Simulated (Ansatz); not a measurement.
# ZrSeS monolayer, Janus: relaxing the cell for a phonon run, part 2 of 2

Wanted: the relaxed cell of ZrSeS monolayer, Janus.

Ansatz 0.2.0; DFT PBEsol, scalar-relativistic, plane waves, PAW.

So far. Step 2 (Probe on a coarse mesh): The coarse mesh shows a gap of 0.66 eV.

## 5. Bringing the structure to rest, k-mesh 12×12×1

The relaxation is repeated from its end, on the mesh and smearing that suit the cell and gap now reached.

input.yaml reads:

```yaml
crystal:
  lattice:
    - [3.6861156064, 0.0, 0.0]
    - [-1.8430578032, 3.1922697564, 0.0]
    - [0.0, 0.0, 30.0]
  atoms:
    - { symbol: Zr, position: [0.0, 0.0, 0.334927477] }
    - { symbol: S, position: [0.3333333333, 0.6666666667, 0.3812318418] }
    - { symbol: Se, position: [0.6666666667, 0.3333333333, 0.2805073478] }
  periodic: [true, true, false]
kpoints:
  mp_grid: { grid: [12, 12, 1] }
hamiltonian:
  xc: pbesol
scf:
  occupations: { method: gaussian, width: 0.02 }
output:
  forces: true
  stress: true
  eigenvalues: true
  write_density: true
  write_potential: true
  elf: true
  volumetric_format: npy
relax:
  adjacent_minimum: "off"
  f_tol: 0.005
  max_steps: 80
  cell: { stress_2d_tol: 0.02 }
```

Command:

```console
$ ansatz run input.yaml --threads 8 --pin off --max-ram 14336MiB --backend cpu --events-out ev --progress --plain --runs-dir out
```

Numbers of over 12 decimals in the logs are rounded to 6 here.

Output:

```text
[...]
Crystal: 3 atoms, lattice volume = 353.012 Å³
Basis set: ecut = 420 eV, 6905 PW (Γ), exchange–correlation on 50×50×432 points (8 copies of the dense FFT grid, shifted against one another)
Bands: 21, of which v1, the nominal top of the filled ones, is band 17 counted from 1 (16 counted from 0)
Symmetry: 6 space group operations
[...]
k-points: 19 of 144 (time reversal used)
[...]
--- Relaxed structure (1 steps of the walk, 1 accepted, 1 SCFs on fresh bases) ---
[...]
cell:  # Å, volume = 353.0123 Å³
    - [3.686116, 0.0, 0.0]
    - [-1.843058, 3.192270, 0.0]
    - [0.0, 0.0, 30.0]
  atoms:
    - { symbol: Zr, position: [0.0, 0.0, 0.334927477] }
    - { symbol: S, position: [0.333333, 0.666667, 0.3812318418] }
    - { symbol: Se, position: [0.666667, 0.333333, 0.280507] }
[key lines of the parts left out:]
SCF converged after 8 iterations
Free energy (F): -10442.071799 eV
Fermi energy:    -5.498334 eV
P = ½ c Tr σ = -0.0188 N/m
```

It took 5 s on 8 threads of Arm Neoverse V2, shared host; peak memory 0.86 GiB; 35 s of CPU time.

Little changed from the start: no atom moved by 0.005 Å and no cell edge by 0.1 %.

Numbers from this step:

- gap on the k-mesh: 0.5774 eV
- direct gap on mesh: 1.197 eV

Electrostatic potential energy in the ac plane at fractional y = 0.000, with atoms of Zr within 0.2 Å of it. With pseudopotentials it is smooth inside the atoms' cores, unlike the true potential.

Ten even steps from '0' (-18 eV) to '9' (0 eV), each cell a mean:
```
99999999999999
99999999999999
99999999999999
99999999999999
99999999999999
99999999999999
99999999999999
99999999999999
99999999999999
99999999999999
99999999999999
99999999999999
99999999999999
99999999999999
77788777778877
00013677652000
01124677664211
88888766678888
99999999999999
99999999999999
99999999999999
99999999999999
99999999999999
99999999999999
```
Columns run along a (3.7 Å; values clipped at the 3rd and 97th percentile), rows up along c (30.0 Å). Atoms in or near the plane, at fractional coordinates: Zr at (0.00, 0.33).

Valence density in the ac plane at fractional y = 0.000, with atoms of Zr within 0.2 Å of it. It is the smooth field of the valence electrons, not physical close to the nuclei.

Values in e/Å³, 24 rows by 14 columns, each cell a mean:
```
0.0 0.0 0.0 0.0 0.0 0.0 0.0 0.0 0.0 0.0 0.0 0.0 0.0 0.0
0.0 0.0 0.0 0.0 0.0 0.0 0.0 0.0 0.0 0.0 0.0 0.0 0.0 0.0
0.0 0.0 0.0 0.0 0.0 0.0 0.0 0.0 0.0 0.0 0.0 0.0 0.0 0.0
0.0 0.0 0.0 0.0 0.0 0.0 0.0 0.0 0.0 0.0 0.0 0.0 0.0 0.0
0.0 0.0 0.0 0.0 0.0 0.0 0.0 0.0 0.0 0.0 0.0 0.0 0.0 0.0
0.0 0.0 0.0 0.0 0.0 0.0 0.0 0.0 0.0 0.0 0.0 0.0 0.0 0.0
0.0 0.0 0.0 0.0 0.0 0.0 0.0 0.0 0.0 0.0 0.0 0.0 0.0 0.0
0.0 0.0 0.0 0.0 0.0 0.0 0.0 0.0 0.0 0.0 0.0 0.0 0.0 0.0
0.0 0.0 0.0 0.0 0.0 0.0 0.0 0.0 0.0 0.0 0.0 0.0 0.0 0.0
0.0 0.0 0.0 0.0 0.0 0.0 0.0 0.0 0.0 0.0 0.0 0.0 0.0 0.0
0.0 0.0 0.0 0.0 0.0 0.0 0.0 0.0 0.0 0.0 0.0 0.0 0.0 0.0
0.0 0.0 0.0 0.0 0.0 0.0 0.0 0.0 0.0 0.0 0.0 0.0 0.0 0.0
0.0 0.0 0.0 0.0 0.0 0.0 0.0 0.0 0.0 0.0 0.0 0.0 0.0 0.0
0.0 0.0 0.0 0.0 0.0 0.0 0.0 0.0 0.0 0.0 0.0 0.0 0.0 0.0
0.1 0.1 0.1 0.1 0.2 0.2 0.3 0.3 0.3 0.2 0.2 0.1 0.1 0.1
2.6 2.6 1.9 0.8 0.3 0.2 0.2 0.2 0.2 0.2 0.4 1.1 2.2 2.7
1.9 1.8 1.2 0.5 0.3 0.2 0.3 0.3 0.2 0.2 0.3 0.7 1.3 1.8
0.1 0.1 0.1 0.1 0.2 0.2 0.3 0.3 0.3 0.2 0.2 0.1 0.1 0.1
0.0 0.0 0.0 0.0 0.0 0.0 0.0 0.0 0.0 0.0 0.0 0.0 0.0 0.0
0.0 0.0 0.0 0.0 0.0 0.0 0.0 0.0 0.0 0.0 0.0 0.0 0.0 0.0
0.0 0.0 0.0 0.0 0.0 0.0 0.0 0.0 0.0 0.0 0.0 0.0 0.0 0.0
0.0 0.0 0.0 0.0 0.0 0.0 0.0 0.0 0.0 0.0 0.0 0.0 0.0 0.0
0.0 0.0 0.0 0.0 0.0 0.0 0.0 0.0 0.0 0.0 0.0 0.0 0.0 0.0
0.0 0.0 0.0 0.0 0.0 0.0 0.0 0.0 0.0 0.0 0.0 0.0 0.0 0.0
```
Columns run along a (3.7 Å), rows up along c (30.0 Å). Atoms in or near the plane, at fractional coordinates: Zr at (0.00, 0.33).

ELF in the ac plane at fractional y = 0.000, with atoms of Zr within 0.2 Å of it. It is the smooth field of the valence electrons, not physical close to the nuclei.

Ten even steps from '0' (0.00) to '9' (0.76), each cell a mean:
```
00000000000000
00000000000000
00000000000000
00000000000000
00000000000000
00000000000000
00000000000000
00000000000000
00000000000000
00000000000000
00000000000000
00000000000000
00000000000000
00001233321000
00147999986310
57753466533686
56544567654566
01257899987421
00001344321000
00000000000000
00000000000000
00000000000000
00000000000000
00000000000000
```
Columns run along a (3.7 Å), rows up along c (30.0 Å). Atoms in or near the plane, at fractional coordinates: Zr at (0.00, 0.33).

## 6. Tight relaxation

Phonons need a cell at rest on their own settings, so the relaxation is repeated with tight tolerances on forces and stress on the k mesh and occupations of the first response run.

Edit input.yaml of step 5 so:

```diff
@@ -15,3 +15,3 @@
 scf:
-  occupations: { method: gaussian, width: 0.02 }
+  occupations: { method: fixed }
 output:
@@ -26,4 +26,4 @@
   adjacent_minimum: "off"
-  f_tol: 0.005
-  max_steps: 80
-  cell: { stress_2d_tol: 0.02 }
+  f_tol: 0.001
+  max_steps: 60
+  cell: { stress_2d_tol: 0.002 }
```

Output:

```text
[...]
Crystal: 3 atoms, lattice volume = 353.012 Å³
Basis set: ecut = 420 eV, 6905 PW (Γ), exchange–correlation on 50×50×432 points (8 copies of the dense FFT grid, shifted against one another)
Bands: 21, of which v1, the nominal top of the filled ones, is band 17 counted from 1 (16 counted from 0)
Symmetry: 6 space group operations
[...]
k-points: 19 of 144 (time reversal used)
[...]
k-point 18: bands = [... 13 lower, -9.2861, -8.0903, -7.8778, -7.8115, -3.8110, -3.2920, -3.0381, -1.0915]
--- Relaxed structure (4 steps of the walk, 4 accepted, 1 SCFs on fresh bases) ---
[...]
cell:  # Å, volume = 352.8124 Å³
    - [3.685072, 0.0, 0]
    - [-1.842536, 3.191366, 0]
    - [0, 0, 30.0]
  atoms:
    - { symbol: Zr, position: [0, 0, 0.334930] }
    - { symbol: S, position: [0.333333, 0.666667, 0.381255] }
    - { symbol: Se, position: [0.666667, 0.333333, 0.280481] }
[key lines of the parts left out:]
SCF converged after 9 iterations
Free energy (F): -10442.071805 eV
Fermi energy:    -5.783781 eV
P = ½ c Tr σ = -0.0003 N/m
```

Run time: 11 s. Hardware: 8 threads; peak memory 0.88 GiB.

Little changed from the start: no atom moved by 0.005 Å and no cell edge by 0.1 %.

Numbers from this step:

* gap on the k-mesh: 0.5727 eV
* direct gap on mesh: 1.196 eV
* area per atom: 3.92 Å²

ELF in the ac plane at fractional y = 0.000, with atoms of Zr within 0.2 Å of it. It is the smooth field of the valence electrons, not physical close to the nuclei.

Ten even steps from '0' (0.00) to '9' (0.76), each cell a mean:
```
00000000000000
00000000000000
00000000000000
00000000000000
00000000000000
00000000000000
00000000000000
00000000000000
00000000000000
00000000000000
00000000000000
00000000000000
00000000000000
00001233321000
00147999986310
57753466533686
56544567654566
01257899987421
00001344321000
00000000000000
00000000000000
00000000000000
00000000000000
00000000000000
```
Columns run along a (3.7 Å), rows up along c (30.0 Å). Atoms in or near the plane, at fractional coordinates: Zr at (0.00, 0.33).

Valence density in the ac plane at fractional y = 0.000, with atoms of Zr within 0.2 Å of it. It is the smooth field of the valence electrons, not physical close to the nuclei.

Ten steps, logarithmic in the rise over the least value, from '_' (0.0 e/Å³) to '@' (2.7 e/Å³), each cell a mean:
```
____________________________
____________________________
____________________________
____________________________
____________________________
____________________________
____________________________
____________________________
____________________________
____________________________
____________________________
____________________________
____________________________
________............________
::::----====++++++====----::
@@@@@@##++========++++%%@@@@
@@@@%%**++++++++++++++##%%@@
::::----====++++++====--::::
________..............______
____________________________
____________________________
____________________________
____________________________
____________________________
```
Columns run along a (3.7 Å), rows up along c (30.0 Å). Atoms in or near the plane, at fractional coordinates: Zr at (0.00, 0.33).

Electrostatic potential energy in the ac plane at fractional y = 0.000, with atoms of Zr within 0.2 Å of it. With pseudopotentials it is smooth inside the atoms' cores, unlike the true potential.

Ten even steps from '_' (-18 eV) to '@' (0 eV), each cell a mean:
```
@@@@@@@@@@@@@@@@@@@@@@@@@@@@
@@@@@@@@@@@@@@@@@@@@@@@@@@@@
@@@@@@@@@@@@@@@@@@@@@@@@@@@@
@@@@@@@@@@@@@@@@@@@@@@@@@@@@
@@@@@@@@@@@@@@@@@@@@@@@@@@@@
@@@@@@@@@@@@@@@@@@@@@@@@@@@@
@@@@@@@@@@@@@@@@@@@@@@@@@@@@
@@@@@@@@@@@@@@@@@@@@@@@@@@@@
@@@@@@@@@@@@@@@@@@@@@@@@@@@@
@@@@@@@@@@@@@@@@@@@@@@@@@@@@
@@@@@@@@@@@@@@@@@@@@@@@@@@@@
@@@@@@@@@@@@@@@@@@@@@@@@@@@@
@@@@@@@@@@@@@@@@@@@@@@@@@@@@
@@@@@@@@@@@@@@@@@@@@@@@@@@@@
######%%%%##########%%%%####
______..--**####**++::______
__....::==**####****==::....
%%%%%%%%%%##******##%%%%%%%%
@@@@@@@@@@@@@@@@@@@@@@@@@@@@
@@@@@@@@@@@@@@@@@@@@@@@@@@@@
@@@@@@@@@@@@@@@@@@@@@@@@@@@@
@@@@@@@@@@@@@@@@@@@@@@@@@@@@
@@@@@@@@@@@@@@@@@@@@@@@@@@@@
@@@@@@@@@@@@@@@@@@@@@@@@@@@@
```
Columns run along a (3.7 Å; values clipped at the 3rd and 97th percentile), rows up along c (30.0 Å). Atoms in or near the plane, at fractional coordinates: Zr at (0.00, 0.33).

The largest force component left is 0.077 meV/Å, within the tolerances set.

## 7. Results

```json
{
 "space group after relaxation (within 0.01 Å)": "P3m1",
 "lattice constant a": "3.685 Å",
 "lattice constant b": "3.685 Å",
 "area per atom": "3.92 Å²",
 "gap on the k-mesh": "0.573 eV"
}
```

**Reading.** The largest force component left is 0.077 meV/Å, within the tolerances set. The relaxation keeps the symmetry of its start, so it says nothing on stability against lower symmetry. The starting cell was built on a prototype and not taken from a measurement.

[Logs are printed without paths, hosts, clocks, repeated set-up lines and the standing remarks that a program may print on its own settings, such as how far it seeks lower states.]

[Hosts, paths, dates, database ids (printed as entryN), source tags and the programs' standing remarks are cut or masked in the printed files.]
